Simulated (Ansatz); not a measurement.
# W wire along [110], 9 atoms a period: bands along the axis

What gap, if any, does the W wire along [110], 9 atoms a period have, and how many channels would it open?

Main program and level: Ansatz 0.2.0; DFT PBE, plane waves, PAW; relaxation of a wire's period; PAW set soft_1, in the first sound run; inputs show where later runs differ.

### Step 1. Set-up

The cell holds 9 atoms: 9 W. Its edges and angles: a = 9.970 Å, b = 11.283 Å, c = 4.483 Å, α = 90.0°, β = 90.0°, γ = 90.0°. Vacuum lies along a and b. The structure's axis is c.

### Step 2. Relaxation of atoms and period

Band widths follow the bond lengths, so the wire is relaxed first. The atoms and the third cell vector are free; the box across stays fixed as vacuum. A Fermi-Dirac smearing is set since the result may be a metal. The pressure printed is a third of the stress's trace over the whole box, vacuum included; only the stress along the axis is relaxed.

File input.yaml:

```yaml
crystal:
  lattice:
    - [9.97, 0.0, 0.0]
    - [0.0, 11.283, 0.0]
    - [0.0, 0.0, 4.4830569927]
  atoms:
    - { symbol: W, position: [0.341023069, 0.698666755, 0.0] }
    - { symbol: W, position: [0.5, 0.500002526, 0.0] }
    - { symbol: W, position: [0.658976931, 0.698666755, 0.0] }
    - { symbol: W, position: [0.341023069, 0.500002526, 0.5] }
    - { symbol: W, position: [0.5, 0.301338297, 0.5] }
    - { symbol: W, position: [0.5, 0.698666755, 0.5] }
    - { symbol: W, position: [0.658976931, 0.500002526, 0.5] }
    - { symbol: W, position: [0.341023069, 0.301338297, 0.0] }
    - { symbol: W, position: [0.658976931, 0.301338297, 0.0] }
kpoints:
  mp_grid: { grid: [1, 1, 18] }
scf:
  occupations: { method: fermi_dirac, width: 0.05 }
hamiltonian:
  xc: pbe
  pseudopotentials: { kind: paw, azcp: { folder: soft_1 } }
relax:
  cell: { fix: [a, b, alpha, beta, gamma] }
  max_steps: 45
  f_tol: 0.03
```

Command:

```
ansatz run input.yaml --threads 4 --pin off --max-ram 16384MiB --backend cpu --events-out ev --progress --plain --runs-dir out
```

Numbers of over 12 decimals in the logs are rounded to 6 here.

Log:

```text
Engine: ansatz 0.2.0, x86_64-unknown-linux-gnu
Pseudopotentials: kind: paw
Pseudopotential: W, paw, valence charge 14, recommended cutoff 420 eV (normal), soft_1/W.paw.azcp
Functional definition: PBE
  parameter kappa = 0.804
  parameter beta = 0.066725
  exchange = pbe_x(kappa = kappa, mu = beta*pi^2/3)
  correlation = pbe_c(beta = beta)
Crystal: 9 atoms, lattice volume = 504.306 Å³
Basis set: ecut = 420 eV, 9851 PW (Γ), exchange–correlation on 144×160×60 points (8 copies of the dense FFT grid, shifted against one another)
Bands: 76, of which v1, the nominal top of the filled ones, is band 63 counted from 1 (62 counted from 0)
Symmetry: 8 space group operations
Space group: Pmmm (ITA 47), of the structure as read, at distance tolerance 8.0e-5 Å
k-points: 10 of 18
Non-local potential: W, projectors of the file, l = 0: 3, l = 1: 2, l = 2: 2, l = 3: 1
PAW form: soft (Blöchl's): semilocal exchange-correlation on the pseudo side does not see the compensation charge
PAW one-centre angular grid: W, 590 points (default); XC on 64 Gauss nodes
Initial density: superposition of atomic densities (neutral atoms: chi_scale 0, normalization atom)
Initial wavefunctions: pseudopotential atomic-orbital guess
Functional: x = pbe(κ = 0.804, μ = 0.219515), c = pbe(β = 0.066725)
SCF iter   1: F=—  HF=-93458.215786 eV  |F-HF|=—  |Δ(HF+E_count)|=         —  Δρ=4.74e-2  dr2=5.91e1  ethr=3.10e-3  ⟨swp⟩=9.6  Hψ=3300  notcnv=0
preconditioner: auto → LDOS  [metal: Δε(μ)=0.102 eV  Ē_g=3.963 eV  σ=0.050 eV  W_gap=0.46  n_scr=82 (ndim 8)  ℏωp=12.2 eV  f_vac=0.470  D(μ)=9.84/eV (n_scr^D=52)  β→1.0]
SCF iter   2: F=—  HF=-93467.596188 eV  |F-HF|=—  |Δ(HF+E_count)|=    9.38e0  Δρ=7.95e-2  dr2=2.29e2  ethr=3.10e-3  ⟨swp⟩=6.3  Hψ=2423  notcnv=0  defer=2  recentre
SCF iter   3: F=—  HF=-93450.394622 eV  |F-HF|=—  |Δ(HF+E_count)|=    1.72e1  Δρ=2.04e-2  dr2=1.22e1  ethr=3.10e-3  ⟨swp⟩=5.9  Hψ=2489  notcnv=0
SCF iter   4: F=—  HF=-93448.980474 eV  |F-HF|=—  |Δ(HF+E_count)|=    1.41e0  Δρ=5.26e-3  dr2=5.70e-1  ethr=3.10e-3  ⟨swp⟩=3.6  Hψ=1438  notcnv=0
SCF iter   5: F=—  HF=-93448.951246 eV  |F-HF|=—  |Δ(HF+E_count)|=   2.92e-2  Δρ=2.47e-3  dr2=6.02e-2  ethr=4.52e-4  ⟨swp⟩=3.2  Hψ=1204  notcnv=0
SCF iter   6: F=—  HF=-93448.948828 eV  |F-HF|=—  |Δ(HF+E_count)|=   2.42e-3  Δρ=8.42e-4  dr2=7.81e-3  ethr=4.78e-5  ⟨swp⟩=3.2  Hψ=1267  notcnv=0  defer=1
SCF iter   7: F=—  HF=-93448.949128 eV  |F-HF|=—  |Δ(HF+E_count)|=   2.99e-4  Δρ=2.60e-4  dr2=6.09e-4  ethr=6.20e-6  ⟨swp⟩=2.8  Hψ=1055  notcnv=0
SCF iter   8: F=—  HF=-93448.949236 eV  |F-HF|=—  |Δ(HF+E_count)|=   1.08e-4  Δρ=9.71e-5  dr2=1.18e-4  ethr=4.84e-7  ⟨swp⟩=2.3  Hψ=1056  notcnv=0
SCF iter   9: F=—  HF=-93448.949254 eV  |F-HF|=—  |Δ(HF+E_count)|=   1.87e-5  Δρ=2.46e-5  dr2=4.75e-6  ethr=9.40e-8  ⟨swp⟩=2.1  Hψ=1056  notcnv=0
SCF iter  10: F=—  HF=-93448.949100 eV  |F-HF|=—  |Δ(HF+E_count)|=   1.55e-4  Δρ=7.79e-6  dr2=5.93e-7  ethr=3.77e-9  ⟨swp⟩=2.9  Hψ=1109  notcnv=0
SCF iter  11: F=-93448.949100 eV  HF=-93448.949100 eV  |F-HF|=2.64e-8  |Δ(HF+E_count)|=   1.92e-7  Δρ=2.49e-6  dr2=4.48e-8  ethr=7.94e-11  ⟨swp⟩=6.5  Hψ=2890  notcnv=0
SCF 1 converged in 11 iterations: F = -93448.949100 eV  dr2 = 4.48e-8
  greatest PAW one-centre occupation: 0.999 electrons in one spin orbital (limit 2), on the W atom at site 1 (counted from 0), in its partial waves of l = 0
relax step   1: F+E_penalty+E_count = -93448.94910015 eV  Δ(F+E_penalty+E_count) = +0.000e0 eV  max|allowed force component| = 3.030e0 eV/Å  Δτ_max = 0.0000 Å  P = -9.443 GPa  Ω = 504.306 Å³  fix = [a, b, alpha, beta, gamma]  reactions: a -8.024, b -8.503 GPa  (11 SCF iters, dr2 threshold 1.00e-7 eV, accepted)
Crystal: 9 atoms, lattice volume = 489.479 Å³
Basis set: ecut = 420 eV, 9551 PW (Γ), exchange–correlation on 144×160×60 points (8 copies of the dense FFT grid, shifted against one another)
Initial density: handed on by an earlier stage of this run
Initial wavefunctions: those handed on with the density
SCF iter   1: F=—  HF=-93452.427474 eV  |F-HF|=—  |Δ(HF+E_count)|=         —  Δρ=1.89e-2  dr2=4.42e0  ethr=3.10e-3  ⟨swp⟩=11.2  Hψ=3596  notcnv=0
preconditioner: auto → LDOS  [metal: Δε(μ)=0.029 eV  Ē_g=3.884 eV  σ=0.050 eV  W_gap=0.15  n_scr=82 (ndim 8)  ℏωp=12.3 eV  f_vac=0.513  D(μ)=11.91/eV (n_scr^D=82)  β→1.0]
SCF iter   2: F=—  HF=-93452.442600 eV  |F-HF|=—  |Δ(HF+E_count)|=   1.51e-2  Δρ=1.43e-2  dr2=4.83e0  ethr=3.10e-3  ⟨swp⟩=3.7  Hψ=1395  notcnv=0  defer=2
SCF iter   3: F=—  HF=-93451.959286 eV  |F-HF|=—  |Δ(HF+E_count)|=   4.83e-1  Δρ=2.71e-3  dr2=1.06e-1  ethr=3.10e-3  ⟨swp⟩=2.7  Hψ=1191  notcnv=0  defer=2
SCF iter   4: F=—  HF=-93451.949172 eV  |F-HF|=—  |Δ(HF+E_count)|=   1.01e-2  Δρ=6.68e-4  dr2=2.98e-3  ethr=8.42e-5  ⟨swp⟩=3.2  Hψ=1370  notcnv=0
SCF iter   5: F=—  HF=-93451.949579 eV  |F-HF|=—  |Δ(HF+E_count)|=   4.07e-4  Δρ=2.26e-4  dr2=5.10e-4  ethr=2.37e-6  ⟨swp⟩=3.0  Hψ=1320  notcnv=0
SCF iter   6: F=—  HF=-93451.949560 eV  |F-HF|=—  |Δ(HF+E_count)|=   1.86e-5  Δρ=9.93e-5  dr2=1.38e-4  ethr=4.05e-7  ⟨swp⟩=2.2  Hψ=1045  notcnv=0
SCF iter   7: F=—  HF=-93451.949573 eV  |F-HF|=—  |Δ(HF+E_count)|=   1.22e-5  Δρ=3.57e-5  dr2=1.23e-5  ethr=1.09e-7  ⟨swp⟩=2.0  Hψ=1023  notcnv=0
SCF iter   8: F=—  HF=-93451.949575 eV  |F-HF|=—  |Δ(HF+E_count)|=   2.33e-6  Δρ=1.31e-5  dr2=1.88e-6  ethr=9.80e-9  ⟨swp⟩=2.5  Hψ=1186  notcnv=0
SCF iter   9: F=-93451.949575 eV  HF=-93451.949575 eV  |F-HF|=1.99e-8  |Δ(HF+E_count)|=   1.24e-7  Δρ=4.00e-6  dr2=1.16e-7  ethr=7.14e-10  ⟨swp⟩=5.3  Hψ=2626  notcnv=0
SCF 2 converged in 9 iterations: F = -93451.949575 eV  dr2 = 1.16e-7
relax step   2: F+E_penalty+E_count = -93451.94957499 eV  Δ(F+E_penalty+E_count) = -3.000e0 eV  max|allowed force component| = 9.294e-1 eV/Å  Δτ_max = 0.1950 Å  P = -1.930 GPa  Ω = 489.479 Å³  energy of the carried Pulay correction = +1.917e-3 eV  fix = [a, b, alpha, beta, gamma]  reactions: a -0.711, b -1.877 GPa  (9 SCF iters, dr2 threshold 9.00e-7 eV, accepted)
Crystal: 9 atoms, lattice volume = 473.268 Å³
Basis set: ecut = 420 eV, 9187 PW (Γ), exchange–correlation on 144×160×60 points (8 copies of the dense FFT grid, shifted against one another)
iter 1 solved again at ethr=8.66e-4 eV; its pass at ethr=3.10e-3 eV (dr2=1.09e0 eV) is discarded
SCF iter   1: F=—  HF=-93452.357216 eV  |F-HF|=—  |Δ(HF+E_count)|=         —  Δρ=1.19e-2  dr2=1.11e0  ethr=8.66e-4  ⟨swp⟩=1.5  Hψ=4561  notcnv=0
preconditioner: auto → LDOS  [metal: Δε(μ)=0.032 eV  Ē_g=3.948 eV  σ=0.050 eV  W_gap=0.16  n_scr=82 (ndim 8)  ℏωp=12.5 eV  f_vac=0.510  D(μ)=9.97/eV (n_scr^D=54)  β→1.0]
SCF iter   2: F=—  HF=-93452.325021 eV  |F-HF|=—  |Δ(HF+E_count)|=   3.22e-2  Δρ=6.78e-3  dr2=8.49e-1  ethr=8.66e-4  ⟨swp⟩=3.0  Hψ=1229  notcnv=0
SCF iter   3: F=—  HF=-93452.252096 eV  |F-HF|=—  |Δ(HF+E_count)|=   7.29e-2  Δρ=2.17e-3  dr2=6.49e-2  ethr=6.74e-4  ⟨swp⟩=2.4  Hψ=1245  notcnv=0  defer=2
SCF iter   4: F=—  HF=-93452.247287 eV  |F-HF|=—  |Δ(HF+E_count)|=   4.81e-3  Δρ=5.76e-4  dr2=2.56e-3  ethr=5.15e-5  ⟨swp⟩=2.2  Hψ=1125  notcnv=0  defer=2
SCF iter   5: F=—  HF=-93452.247171 eV  |F-HF|=—  |Δ(HF+E_count)|=   1.15e-4  Δρ=1.80e-4  dr2=3.92e-4  ethr=2.04e-6  ⟨swp⟩=3.0  Hψ=1185  notcnv=0  defer=2
SCF iter   6: F=—  HF=-93452.247096 eV  |F-HF|=—  |Δ(HF+E_count)|=   7.50e-5  Δρ=7.27e-5  dr2=6.44e-5  ethr=3.11e-7  ⟨swp⟩=2.2  Hψ=1051  notcnv=0  defer=2
SCF iter   7: F=—  HF=-93452.247108 eV  |F-HF|=—  |Δ(HF+E_count)|=   1.15e-5  Δρ=3.04e-5  dr2=2.07e-5  ethr=5.11e-8  ⟨swp⟩=3.1  Hψ=1357  notcnv=0  defer=2
SCF iter   8: F=—  HF=-93452.247108 eV  |F-HF|=—  |Δ(HF+E_count)|=   3.35e-7  Δρ=9.94e-6  dr2=9.98e-7  ethr=1.64e-8  ⟨swp⟩=2.0  Hψ=1031  notcnv=0  defer=2
SCF iter   9: F=-93452.247108 eV  HF=-93452.247108 eV  |F-HF|=1.01e-7  |Δ(HF+E_count)|=   2.12e-7  Δρ=4.14e-6  dr2=2.31e-7  ethr=7.14e-10  ⟨swp⟩=5.0  Hψ=2598  notcnv=0
SCF 3 converged in 9 iterations: F = -93452.247108 eV  dr2 = 2.31e-7
relax step   3: F+E_penalty+E_count = -93452.24710773 eV  Δ(F+E_penalty+E_count) = -2.975e-1 eV  max|allowed force component| = 6.121e-1 eV/Å  Δτ_max = 0.1328 Å  P = +1.010 GPa  Ω = 473.268 Å³  energy of the carried Pulay correction = +4.081e-3 eV  fix = [a, b, alpha, beta, gamma]  reactions: a +1.185, b +1.118 GPa  (9 SCF iters, dr2 threshold 9.00e-7 eV, accepted)
[...]
relax step   4: F+E_penalty+E_count = -93452.30814548 eV  Δ(F+E_penalty+E_count) = -6.104e-2 eV  max|allowed force component| = 1.967e-2 eV/Å  Δτ_max = 0.0416 Å  P = -0.146 GPa  Ω = 472.345 Å³  energy of the carried Pulay correction = +4.206e-3 eV  fix = [a, b, alpha, beta, gamma]  reactions: a +0.017, b -0.182 GPa  (8 SCF iters, dr2 threshold 9.00e-7 eV, accepted)
[...]
relax step   5: F+E_penalty+E_count = -93452.30938503 eV  Δ(F+E_penalty+E_count) = -1.240e-3 eV  max|allowed force component| = 2.529e-2 eV/Å  Δτ_max = 0.0058 Å  P = -0.022 GPa  Ω = 471.018 Å³  energy of the carried Pulay correction = +4.386e-3 eV  fix = [a, b, alpha, beta, gamma]  reactions: a +0.058, b -0.079 GPa  (6 SCF iters, dr2 threshold 1.84e-7 eV, accepted)
[...]
relax step   6: F+E_penalty+E_count = -93452.30554236 eV  Δ(F+E_penalty+E_count) = +3.843e-3 eV  max|allowed force component| = 2.570e-2 eV/Å  Δτ_max = 0.0000 Å  P = -0.023 GPa  Ω = 471.018 Å³  fix = [a, b, alpha, beta, gamma]  reactions: a +0.060, b -0.078 GPa  stress off target by 5.30e-2 GPa on what of the cell is left free  SCF on the basis re-selected at this cell (its energy is not comparable with the rows above)  (7 SCF iters)
[...]
relax step   7: F+E_penalty+E_count = -93452.30565853 eV  Δ(F+E_penalty+E_count) = -1.162e-4 eV  max|allowed force component| = 2.244e-2 eV/Å  Δτ_max = 0.0053 Å  P = -0.020 GPa  Ω = 470.425 Å³  energy of the carried Pulay correction = +9.878e-5 eV  fix = [a, b, alpha, beta, gamma]  reactions: a +0.087, b -0.195 GPa  (8 SCF iters, dr2 threshold 7.01e-9 eV, accepted)
iter 1 solved again at ethr=1.40e-6 eV; its pass at ethr=3.10e-3 eV (dr2=1.76e-3 eV) is discarded
SCF iter   1: F=—  HF=-93452.305381 eV  |F-HF|=—  |Δ(HF+E_count)|=         —  Δρ=3.31e-6  dr2=2.40e-8  ethr=1.40e-6  ⟨swp⟩=4.6  Hψ=5432  notcnv=0
eigensolver tolerance schedule: the retry pair's looser diagonalisation over-reported the residual by 73310.41 of it (diagonalisation noise at an unbounded share of the residual, at the tolerance the schedule requests for it); recorded, not acted on — ethr = c·dr2/N_el stays at c = 1.0e-1
preconditioner: auto → LDOS  [metal: Δε(μ)=0.013 eV  Ē_g=3.853 eV  σ=0.050 eV  W_gap=0.06  n_scr=82 (ndim 8)  ℏωp=12.6 eV  f_vac=0.503  D(μ)=10.35/eV (n_scr^D=70)  β→1.0]
SCF iter   2: F=—  HF=-93452.305534 eV  |F-HF|=—  |Δ(HF+E_count)|=   1.53e-4  Δρ=3.72e-6  dr2=5.11e-8  ethr=1.91e-11  ⟨swp⟩=5.2  Hψ=2721  notcnv=0
SCF iter   3: F=—  HF=-93452.305534 eV  |F-HF|=—  |Δ(HF+E_count)|=   1.22e-8  Δρ=1.56e-6  dr2=4.86e-9  ethr=1.91e-11  ⟨swp⟩=2.0  Hψ=1313  notcnv=0
SCF iter   4: F=—  HF=-93452.305534 eV  |F-HF|=—  |Δ(HF+E_count)|=  1.89e-10  Δρ=7.24e-7  dr2=2.46e-9  ethr=3.86e-12  ⟨swp⟩=2.2  Hψ=1104  notcnv=0
SCF iter   5: F=—  HF=-93452.305534 eV  |F-HF|=—  |Δ(HF+E_count)|=  1.16e-10  Δρ=2.01e-7  dr2=5.07e-10  ethr=1.95e-12  ⟨swp⟩=2.7  Hψ=1117  notcnv=0
SCF iter   6: F=-93452.305534 eV  HF=-93452.305534 eV  |F-HF|=1.46e-11  |Δ(HF+E_count)|=  5.82e-11  Δρ=7.35e-8  dr2=3.97e-11  ethr=1.00e-12  ⟨swp⟩=4.0  Hψ=3127  notcnv=0
SCF 8 converged in 6 iterations: F = -93452.305534 eV  dr2 = 3.97e-11
relax step   8: F+E_penalty+E_count = -93452.30553430 eV  Δ(F+E_penalty+E_count) = +1.242e-4 eV  max|allowed force component| = 2.242e-2 eV/Å  Δτ_max = 0.0000 Å  P = -0.020 GPa  Ω = 470.425 Å³  fix = [a, b, alpha, beta, gamma]  reactions: a +0.087, b -0.195 GPa  stress off target by 4.70e-2 GPa on what of the cell is left free  SCF on the basis re-selected at this cell (its energy is not comparable with the rows above)  (6 SCF iters)
basis re-selected at this cell: Δ(F+E_penalty+E_count) = +1.242e-4 eV, ΔP = -0.000 GPa vs the last step (what re-selecting the basis moved, of the pressure what is left beyond the Pulay correction that the steps carried, after the strain that the cell walked since its last selection, with what the two solves' SCF thresholds leave and, on support functions, any second-order correction that the steps lacked; it is no m [...]
SCF converged after 6 iterations
Free energy (F): -93452.305534 eV
Harris-Foulkes:  -93452.305534 eV  (|F-HF|=1.46e-11)
Internal energy: -93452.220977 eV  (E = F + TS)
E sigma→0 (E₀):  -93452.263256 eV
Entropy (-TS):   -0.084557 eV (-9.395 meV/atom)
Fermi energy:    4.150830 eV
--- Per-component energies (eV) ---
  E_band       = -3034.952818
  E_kinetic    = 3791.213822
  E_local      = -39612.647071  (includes V_loc(G=0)·N_el)
  E_nonlocal   = -217.190726
  E_hartree    = 18264.234554
  E_xc         = -2391.733113
  E_vxc        = -2058.054665  (∫ρ·V_xc dr)
  E_paw        = -77203.396453  (= ΣΔE_a)
  E_vpaw       = -1466.744552  (= ΣTr[D̂ρ^β])
  E_aug_tail   = 0.001374  (compensation charges beyond the density's cutoff)
  E_ewald      = 3917.296637
  E_smearing   = -0.084557  (= −TS)
  E_closure    = -0.000000  (closes the sum)
  Σ components = -93452.305534   (vs F -93452.305534, Δ=0.00e0)
--- Forces (eV/Å), atoms counted from 1 ---
  atom   1  W     -0.00697996    -0.00756106    -0.00000000
  atom   2  W      0.00000000     0.00000000     0.00000000
  atom   3  W      0.00697996    -0.00756106     0.00000000
  atom   4  W     -0.00873680     0.00000000    -0.00000000
  atom   5  W     -0.00000000     0.02242433     0.00000000
  atom   6  W      0.00000000    -0.02242433    -0.00000000
  atom   7  W      0.00873680    -0.00000000     0.00000000
  atom   8  W     -0.00697996     0.00756106    -0.00000000
  atom   9  W      0.00697996     0.00756106     0.00000000
  max |Σ_I F_I| component: 2.60e-18 eV/Å
--- Stress (GPa, compression-positive) ---
        0.087108       0.000000       0.000000
        0.000000      -0.195436      -0.000000
        0.000000      -0.000000       0.047001
  P = ⅓ Tr σ = -0.0204 GPa (-0.204 kbar)
--- Relaxed structure (6 steps of the walk, 6 accepted, 2 SCFs on fresh bases) ---
  F+E_penalty+E_count = -93452.30553430 eV   max|allowed force component| = 2.242e-2 eV/Å   (the final SCF, on the basis selected at the relaxed cell)
  cell:  # Å, volume = 470.4248 Å³
    - [9.97, 0, 0]
    - [0, 11.283, 0]
    - [0, 0, 4.181869]
  atoms:
    - { symbol: W, position: [0.349457, 0.678146, -1.0411744986857662e-18] }
    - { symbol: W, position: [0.5, 0.500002526, 0] }
    - { symbol: W, position: [0.650543, 0.678146, 1.0411744986857685e-18] }
    - { symbol: W, position: [0.343397, 0.500002526, 0.5] }
    - { symbol: W, position: [0.5, 0.303627, 0.5] }
    - { symbol: W, position: [0.5, 0.696378, 0.5] }
    - { symbol: W, position: [0.656603, 0.500002526, 0.5] }
    - { symbol: W, position: [0.349457, 0.321859, -1.0411744986857685e-18] }
    - { symbol: W, position: [0.650543, 0.321859, 1.0411744986857664e-18] }
```

Run time: 35 s. Hardware: 4 threads of Intel Xeon Platinum 8488C (Sapphire Rapids), shared host; peak memory 1.3 GiB; 2.2 min of CPU time.

(Part 1 of 2 ends here.)

[Logs are printed without paths, hosts, clocks, repeated set-up lines and the standing remarks that a program may print on its own settings, such as how far it seeks lower states.]

[Hosts, paths, dates, database ids (printed as entryN), source tags and the programs' standing remarks are cut or masked in the printed files.]
